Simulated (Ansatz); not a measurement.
## W(100) with 4 thermally displaced layers, 2x2: scattering by thermal displacements

How much do lattice vibrations at 80 K scatter the electrons of W? Layers with random displacements are laid between perfect leads, and the resistance is followed against their length. The measured value for the pure metal at this temperature is 0.606 µΩ cm (CRC Handbook of Chemistry and Physics, 84th ed., 2003, Electrical Resistivity of Pure Metals).

Program: Ansatz 0.2.0. Level of theory: Ansatz plane-wave DFT, PBE, PAW files; ballistic transport by layer matching (Landauer), zero bias; PAW set soft_1. Results are calculated unless marked as measured.

Most raw output is cut from this account.

**1. Starting point**

The cell holds 56 atoms: 56 W. Cell: a = 6.330 Å, b = 6.330 Å, c = 22.154 Å, α = 90.0°, β = 90.0°, γ = 90.0°. It derives from W. Regions: lead, 40 atoms (40 W); scattering region, 16 atoms (16 W). The structure is stacked along c, and the current runs across the ab planes.

**2. With 4 displaced layers**

Each atom of 4 layers is moved at random, by amounts drawn from a normal law 0.0249 Å wide in each direction from the Debye model (400 K) at 80 K. The layers about the cell's end stay perfect and serve as the lead. Disorder leaves little or no symmetry, which makes such runs dear. Energies from -0.05 to 0.05 eV in steps of 0.05 eV are too few for the program's thermal sum, so it prints no conductance; for a metal the transmission near the Fermi level serves, at a fraction of the cost.

File input.yaml:

```yaml
crystal:
  lattice:
    - [6.3296, 0.0, 0.0]
    - [0.0, 6.3296, 0.0]
    - [0.0, 0.0, 22.1536]
  atoms:
    - { symbol: W, position: [0.0, 0.0, 0.0357142857] }
    - { symbol: W, position: [0.0, 0.5, 0.0357142857] }
    - { symbol: W, position: [0.5, 0.0, 0.0357142857] }
    - { symbol: W, position: [0.5, 0.5, 0.0357142857] }
    - { symbol: W, position: [0.25, 0.25, 0.1071428571] }
    - { symbol: W, position: [0.25, 0.75, 0.1071428571] }
    - { symbol: W, position: [0.75, 0.25, 0.1071428571] }
    - { symbol: W, position: [0.75, 0.75, 0.1071428571] }
[... 44 atom lines left out ...]
    - { symbol: W, position: [0.25, 0.25, 0.9642857143] }
    - { symbol: W, position: [0.25, 0.75, 0.9642857143] }
    - { symbol: W, position: [0.75, 0.25, 0.9642857143] }
    - { symbol: W, position: [0.75, 0.75, 0.9642857143] }
kpoints:
  mp_grid: { grid: [4, 4, 1] }
hamiltonian:
  xc: pbe
  pseudopotentials: { kind: paw, azcp: { folder: soft_1 } }
scf:
  occupations: { method: fermi_dirac, width: 0.1 }
output:
  transmission: { leads: [[0, 4]], kmesh: [8, 8], e_range: [-0.05, 0.05], de: 0.05 }
  write_potential: true
  write_density: true
  volumetric_format: npy
  elf: true
```

Run with:

```console
$ ansatz run input.yaml --threads 4 --pin off --max-ram 15360MiB --backend cpu --events-out ev --progress --plain --runs-dir out
```

Wall time 18 min (4 threads of Arm Neoverse V1, shared host); peak memory 7.8 GiB; 61 min of CPU time.

This step gave:

* free energy: -581611.4366 eV
* energy at zero smearing: -581610.9470 eV
* Fermi energy: 22.48 eV
* cell area: 40.06 Å²
* transmission per spin nearest the Fermi level: 5.494
* open channels per spin nearest the Fermi level: 5.656
* step of the lead's potential: 1.1 meV

Per spin. The transmission, zone mean by energy, zero at the Fermi level:

```
energy (eV)  transmission, zone mean
    -0.0500                     5.13
     0.0000                     5.49
     0.0500                     5.41
```

Per spin. The open channels, zone mean, lead by energy, zero at the Fermi level:

```
energy (eV)  open channels, zone mean, lead
    -0.0500                            5.28
     0.0000                            5.66
     0.0500                            5.53
```

Transmission over k1 and k2. At 0.0000 eV from the Fermi level.

Ten even steps from '0' (0.0) to '9' (13.9):
```
10224220
12146412
22489942
54699964
22499842
12146412
10224220
01125211
```
Columns: k1 (b1) from -0.5 to 0.375; rows upwards: k2 (b2) from -0.5 to 0.375.

Open channels over k1 and k2. At 0.0000 eV from the Fermi level.

Values, 8 rows by 8 columns:
```
 2.0  1.0  3.0  4.0  7.0  4.0  3.0  1.0
 2.0  3.0  2.0  7.0 10.0  7.0  2.0  3.0
 4.0  4.0  7.0 13.0 14.0 13.0  7.0  4.0
 8.0  7.0 10.0 14.0 14.0 14.0 10.0  7.0
 4.0  4.0  7.0 13.0 14.0 13.0  7.0  4.0
 2.0  3.0  2.0  7.0 10.0  7.0  2.0  3.0
 2.0  1.0  3.0  4.0  7.0  4.0  3.0  1.0
 0.0  2.0  2.0  4.0  8.0  4.0  2.0  2.0
```
Columns: k1 (b1) from -0.5 to 0.375; rows upwards: k2 (b2) from -0.5 to 0.375.

ELF in the ca plane at fractional y = 0.000, with atoms of W within 0.2 Å of it. It is the smooth field of the valence electrons, not physical close to the nuclei.

Ten even steps from '0' (0.15) to '9' (0.66), each cell a mean:
```
29679124149587133177494142197693141395781340
25875256326873266248872365257752464268742563
41012466531012566521113566421014666410125665
65335655664236655653246655653356556643356556
65335655664235655664246655653246656642356556
41112466531012566521113566421114666311124665
26885256327874256237872365258862464268842563
29669124159487133078595142196593141395781240
39239113058067023076085032194293040481481230
28998135239996145159994254179982252399971451
22332366423332466423332566323322565223323664
53113565652114666641025666631135656531146656
65446655665346655664457655664456546654466556
53113566652014666642125666631135656521135666
23442366423432466422322566324432565234323664
28998135249896144169993253189982252399971451
39239113058067022086184031193283040481481230
```
Columns run along c (16.0 Å, from fractional 0.14 to 0.86 of the cell), rows up along a (6.3 Å). Atoms in or near the plane, at fractional coordinates: W at (0.18, 0.00), W at (0.18, 0.50), W at (0.32, 0.00), W at (0.32, 0.50), W at (0.46, 0.99), W at (0.47, 0.50), W at (0.61, 0.00), W at (0.61, 0.50), W at (0.75, 0.00), W at (0.75, 0.50).

Electrostatic potential energy in the ca plane at fractional y = 0.000, with atoms of W within 0.2 Å of it. With pseudopotentials it is smooth inside the atoms' cores, unlike the true potential.

Values in eV, 9 rows by 16 columns, each cell a mean:
```
 -8 -13  20  -2 -17  17   3 -20  12  12 -19   6  17 -18  -1  20
 17  16  23  19  14  22  20  12  21  22  14  21  22  14  19  23
 20  20  23  21  19  23  22  18  22  22  18  22  23  19  21  23
 -3  -8  21   3 -12  19  10 -14  15  15 -15   8  19 -12   3  21
-15 -18  19  -8 -22  15   0 -23   7   8 -23   0  14 -22  -7  19
  5   1  22  10  -2  21  15  -5  18  19  -3  15  21  -3  10  22
 22  22  23  22  21  23  23  21  23  23  21  23  23  21  22  23
 11   8  22  14   6  22  18   7  21  20   4  18  22   5  15  22
-13 -17  19  -6 -21  16   1 -22  11   9 -22   2  15 -21  -6  19
```
Columns run along c (16.0 Å, from fractional 0.14 to 0.86 of the cell; values clipped at the 3rd and 97th percentile), rows up along a (6.3 Å). Atoms in or near the plane, at fractional coordinates: W at (0.18, 0.00), W at (0.18, 0.50), W at (0.32, 0.00), W at (0.32, 0.50), W at (0.46, 0.99), W at (0.47, 0.50), W at (0.61, 0.00), W at (0.61, 0.50), W at (0.75, 0.00), W at (0.75, 0.50).

Valence density in the ca plane at fractional y = 0.000, with atoms of W within 0.2 Å of it. It is the smooth field of the valence electrons, not physical close to the nuclei.

Ten even steps from '0' (0.3 e/Å³) to '9' (5.6 e/Å³), each cell a mean:
```
16995000027983000049982000059961000169940000
02441000002431000014530000014420000024410000
00000000000000000000000000000000000000000000
00000000000000000000000000000000000000000000
00000000000000000000000000000000000000000000
00000000000000000000000000000000000000000000
02442000003531000013530000024520000024410000
16995000027993000038982000059961000169940000
17996100028994000049992000069971000279950000
04773000015862000026861000037740000148730000
00110000001210000001210000001100000011100000
00000000000000000000000000000000000000000000
00000000000000000000000000000000000000000000
00000000000000000000000000000000000000000000
01210000001210000001110000002210000012100000
04773000015862000026751000037841000148730000
17996100028994000049982000169971000279950000
```
Columns run along c (16.0 Å, from fractional 0.14 to 0.86 of the cell), rows up along a (6.3 Å). Atoms in or near the plane, at fractional coordinates: W at (0.18, 0.00), W at (0.18, 0.50), W at (0.32, 0.00), W at (0.32, 0.50), W at (0.46, 0.99), W at (0.47, 0.50), W at (0.61, 0.00), W at (0.61, 0.50), W at (0.75, 0.00), W at (0.75, 0.50).

Over the solved energies the transmission per spin lies between 5.13 and 5.49, out of 5.49 channels of the lead on average (up to 5.66).

**3. With 8 displaced layers**

Each atom of 8 layers is moved at random, by amounts drawn from a normal law 0.0249 Å wide in each direction from the Debye model (400 K) at 80 K. A fresh draw is used; the growth of the resistance with length is what counts.

System of this step: W(100) with 8 thermally displaced layers, 2x2. The cell holds 72 atoms: 72 W. Its edges and angles: a = 6.330 Å, b = 6.330 Å, c = 28.483 Å, α = 90.0°, β = 90.0°, γ = 90.0°. It derives from W. Regions: lead, 40 atoms (40 W); scattering region, 32 atoms (32 W). The structure is stacked along c, and the current runs across the ab planes.

File input.yaml:

```yaml
crystal:
  lattice:
    - [6.3296, 0.0, 0.0]
    - [0.0, 6.3296, 0.0]
    - [0.0, 0.0, 28.4832]
  atoms:
    - { symbol: W, position: [0.0, 0.0, 0.0277777778] }
    - { symbol: W, position: [0.0, 0.5, 0.0277777778] }
    - { symbol: W, position: [0.5, 0.0, 0.0277777778] }
    - { symbol: W, position: [0.5, 0.5, 0.0277777778] }
    - { symbol: W, position: [0.25, 0.25, 0.0833333333] }
    - { symbol: W, position: [0.25, 0.75, 0.0833333333] }
    - { symbol: W, position: [0.75, 0.25, 0.0833333333] }
    - { symbol: W, position: [0.75, 0.75, 0.0833333333] }
[... 60 atom lines left out ...]
    - { symbol: W, position: [0.25, 0.25, 0.9722222222] }
    - { symbol: W, position: [0.25, 0.75, 0.9722222222] }
    - { symbol: W, position: [0.75, 0.25, 0.9722222222] }
    - { symbol: W, position: [0.75, 0.75, 0.9722222222] }
kpoints:
  mp_grid: { grid: [4, 4, 1] }
hamiltonian:
  xc: pbe
  pseudopotentials: { kind: paw, azcp: { folder: soft_1 } }
scf:
  occupations: { method: fermi_dirac, width: 0.1 }
output:
  transmission: { leads: [[0, 4]], kmesh: [8, 8], e_range: [-0.05, 0.05], de: 0.05 }
  write_potential: true
  write_density: true
  volumetric_format: npy
```

The job ended after 25 min (4 threads; peak memory 8.1 GiB).

Numbers from this step:

```
free energy                                    : -747785.9873 eV
energy at zero smearing                        : -747785.3677 eV
Fermi energy                                   : 22.43 eV
transmission per spin nearest the Fermi level  : 4.739
open channels per spin nearest the Fermi level : 5.031
step of the lead's potential                   : 3.2 meV
```

Per spin. The transmission, zone mean by energy, zero at the Fermi level:

```
energy (eV)  transmission, zone mean
    -0.0500                     4.52
     0.0000                     4.74
     0.0500                     5.22
```

Over the solved energies the transmission per spin lies between 4.52 and 5.22, out of 5.11 channels of the lead on average (up to 5.66).

**4. With 12 displaced layers**

Each atom of 12 layers is moved at random, by amounts drawn from a normal law 0.0249 Å wide in each direction from the Debye model (400 K) at 80 K. A fresh draw is used; the growth of the resistance with length is what counts.

System of this step: W(100) with 12 thermally displaced layers, 2x2. The cell holds 88 atoms: 88 W. Its edges and angles: a = 6.330 Å, b = 6.330 Å, c = 34.813 Å, α = 90.0°, β = 90.0°, γ = 90.0°. It derives from W. Regions: lead, 40 atoms (40 W); scattering region, 48 atoms (48 W). The structure is stacked along c, and the current runs across the ab planes.

File input.yaml:

```yaml
crystal:
  lattice:
    - [6.3296, 0.0, 0.0]
    - [0.0, 6.3296, 0.0]
    - [0.0, 0.0, 34.8128]
  atoms:
    - { symbol: W, position: [0.0, 0.0, 0.0227272727] }
    - { symbol: W, position: [0.0, 0.5, 0.0227272727] }
    - { symbol: W, position: [0.5, 0.0, 0.0227272727] }
    - { symbol: W, position: [0.5, 0.5, 0.0227272727] }
    - { symbol: W, position: [0.25, 0.25, 0.0681818182] }
    - { symbol: W, position: [0.25, 0.75, 0.0681818182] }
    - { symbol: W, position: [0.75, 0.25, 0.0681818182] }
    - { symbol: W, position: [0.75, 0.75, 0.0681818182] }
[... 76 atom lines left out ...]
    - { symbol: W, position: [0.25, 0.25, 0.9772727273] }
    - { symbol: W, position: [0.25, 0.75, 0.9772727273] }
    - { symbol: W, position: [0.75, 0.25, 0.9772727273] }
    - { symbol: W, position: [0.75, 0.75, 0.9772727273] }
kpoints:
  mp_grid: { grid: [4, 4, 1] }
hamiltonian:
  xc: pbe
  pseudopotentials: { kind: paw, azcp: { folder: soft_1 } }
scf:
  occupations: { method: fermi_dirac, width: 0.1 }
output:
  transmission: { leads: [[0, 4]], kmesh: [8, 8], e_range: [-0.05, 0.05], de: 0.05 }
  write_potential: true
  write_density: true
  volumetric_format: npy
```

Wall time 32 min (4 threads); peak memory 8.3 GiB.

Numbers from this step:

| Property | Result |
| --- | --- |
| free energy | -913960.3221 eV |
| energy at zero smearing | -913959.5807 eV |
| transmission per spin nearest the Fermi level | 4.577 |
| step of the lead's potential | 2.5 meV |

Per spin. Transmission, zone mean against energy, zero at the Fermi level:

```
energy (eV)  transmission, zone mean
    -0.0500                     4.38
     0.0000                     4.58
     0.0500                     5.04
```

Over the solved energies the transmission per spin lies between 4.38 and 5.04, out of 5.11 channels of the lead on average (up to 5.66).

**5. The fit**

This step: Ansatz plane-wave DFT, PBE, PAW files; ballistic transport by layer matching (Landauer), zero bias; resistivity from the slope of the area resistance; PAW set soft_1 (Ansatz 0.2.0).

Numbers from this step:

```
resistivity           : 5.663 µΩ cm
intercept             : -0.01054 fΩ m²
scatter about the fit : 5.27e-4 fΩ m²
```

Resistance, by row:

```
run  length (Å)      T  channels N  RA (fΩ m²)
 n4        6.33  5.344        5.49     0.02567
 n8       12.66  4.826       5.115      0.0604
n12       18.99  4.665       5.115     0.09736
```

The area resistance by length of the displaced region:

```
length of the displaced region (Å)  area resistance (fΩ m²)
                              6.33                   0.0257
                             12.66                   0.0604
                             18.99                   0.0974
```

The area resistance goes from 0.026 to 0.097 fΩ m² between 6.3 and 19.0 Å, a slope of 5.7 µΩ cm.

By hand from the end points: (0.09736 − 0.02567) fΩ m² / (18.99 − 6.33) Å = 5.7 µΩ cm, since 1 fΩ m² per Å is 1000 µΩ cm.

**6. Results**

| Item | Value |
| --- | --- |
| resistivity from the slope | 5.66 µΩ cm |
| area resistance over 6.33 Å | 0.0257 fΩ m² |
| area resistance over 12.7 Å | 0.0604 fΩ m² |
| area resistance over 19.0 Å | 0.0974 fΩ m² |

The slope gives 5.7 µΩ cm. The points scatter by 5.3e-4 fΩ m² about the line, with one random draw a length in a 2x2 cell, so the slope is a rough value. The mean square of the displacements drawn is 0.78, 0.91 and 1.0 of the nominal one at the three lengths; with each resistance scaled back by that, the slope is 4.9 µΩ cm, the value used below. The lead's own channel count moves between the runs (5.49, 5.11 and 5.11), which shifts RA and the slope too. Read with a model of isotropic scattering on a spherical Fermi surface and the lead's 1.1×10¹⁵ S/m², this slope means a mean free path near 172 Å; over these lengths the model's slope is 1.19 times its bulk resistivity, which would be 4.1 µΩ cm. This far under the Debye temperature the model doesn't describe a real metal: frozen displacements count zero-point motion as scattering and turn electrons through all angles, while in the metal the short-wave phonons freeze out. The measured value is 0.606 µΩ cm (CRC Handbook of Chemistry and Physics, 84th ed., 2003, Electrical Resistivity of Pure Metals); the scaled slope is 8.1 times that and the corrected value 6.8: clearly high. Spin-orbit coupling is left out, which matters for W.

[Logs are printed without paths, hosts, clocks, repeated set-up lines and the standing remarks that a program may print on its own settings, such as how far it seeks lower states.]

[Hosts, paths, dates, database ids (printed as entryN), source tags and the programs' standing remarks are cut or masked in the printed files.]
